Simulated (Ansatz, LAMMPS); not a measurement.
# Static equation of state of Ga2O3 with crystalline order left by the classical run (65 atoms)

Density of this cell: 5.80 g/cm³. The cell holds 65 atoms: 26 Ga and 39 O. Cell: a = 8.759 Å, b = 8.983 Å, c = 8.883 Å, α = 88.6°, β = 91.8°, γ = 88.5°. The starting structure: 65 atoms (26 Fe, 39 O) placed at random at 4.44 g/cm³, melted at 5000 K for 10 ps at fixed volume with the Morse and Coulomb pair potential with partial charges (Pedone, Malavasi, Menziani, Cormack and Segre, J. Phys. Chem. B 110, 11780 (2006)). Quenched from 5000 K to 300 K at 100 K/ps and fixed volume, held 10 ps at zero pressure, then minimised at fixed cell. Then Fe was replaced by Ga and the cell scaled by 1.003 (the potential has no terms for the new elements, so the cell is a start for a DFT relaxation).

Calculated with Ansatz 0.2.0: Kohn-Sham DFT, PBEsol, PAW (set soft_1), plane waves; PAW set soft_1; cutoff 420 eV, Γ point, fixed occupations. Cell and atoms were relaxed first, to V0 = 10.741 Å³ an atom at a residual P0 = 0.010 GPa. The cell was then scaled evenly, and the atoms were relaxed at each volume.

```
volume (Å³/atom)  pressure (GPa)
          9.6670           17.17
          10.097               ?
          10.419           3.910
          11.063          -3.258
          11.386          -5.553
```

Task: Fit the third-order Birch–Murnaghan equation to the rows given and interpolate to the withheld row.

Worked fit:

Take the Eulerian strain f = ½[(V0/V)^(2/3) − 1] and the normalised pressure F = (P − P0) / [3f(1 + 2f)^(5/2)]. The third-order Birch–Murnaghan equation is then the line F = B0 + (3/2)B0(B′ − 4) f, so u = f and v = F.

| u = f | v = F (GPa) |
| --- | --- |
| 0.0363829 | 131.898 |
| 0.0102565 | 120.475 |
| -0.00975670 | 117.287 |
| -0.0190506 | 107.259 |

With n = 4: mean u = 0.00445802, mean v = 119.230, Σ(u − ū)² = 0.0018075, Σ(u − ū)(v − v̄) = 0.72068. Slope b = 0.72068 / 0.0018075 = 398.71; intercept a = v̄ − b ū = 117.45.

So B0 = a = 117 GPa and B′ = 4 + 2b/(3a) = 6.26. At the withheld volume f = 0.02106, F = a + b f = 125.8 GPa, and P = P0 + 3f(1 + 2f)^(5/2) F.

Prediction at 10.097: 8.823 GPa. The run gave 8.709 GPa, so the fit is high by 0.11 GPa (1.3 % of the value).

The series isn't one smooth equation of state: even a line fitted to all rows, the withheld one included, misses F by up to 3.3 %, the count of bonds changes along the series and an atom moves over 0.5 Å in some relaxation. B0 and B′ are then only the numbers of this fit, not moduli of the material. Among the rows given, the largest miss of the fit is at 11.386, by 0.13 GPa (0.59 % of the range of the table).

Limits: Static cells at zero temperature; the cell shape is held. The program notes that the SCF threshold of these relaxations is loose for the stress. The quench rate of 100 K/ps is many orders above laboratory rates, so the cell is likely richer in defects and strain than a real sample. The network of bonds at the start is that of the classical potential that made the cell, and needn't be the one that DFT or experiment would give. Only the Γ point is sampled, in a cell whose shortest periodic width is 9 Å.

[Long decimals in the printed logs are rounded to 6 places.]

[Logs are printed without paths, hosts, clocks, repeated set-up lines and the standing remarks that a program may print on its own settings, such as how far it seeks lower states.]

[Hosts, paths, dates, database ids (printed as entryN), source tags and the programs' standing remarks are cut or masked in the printed files.]
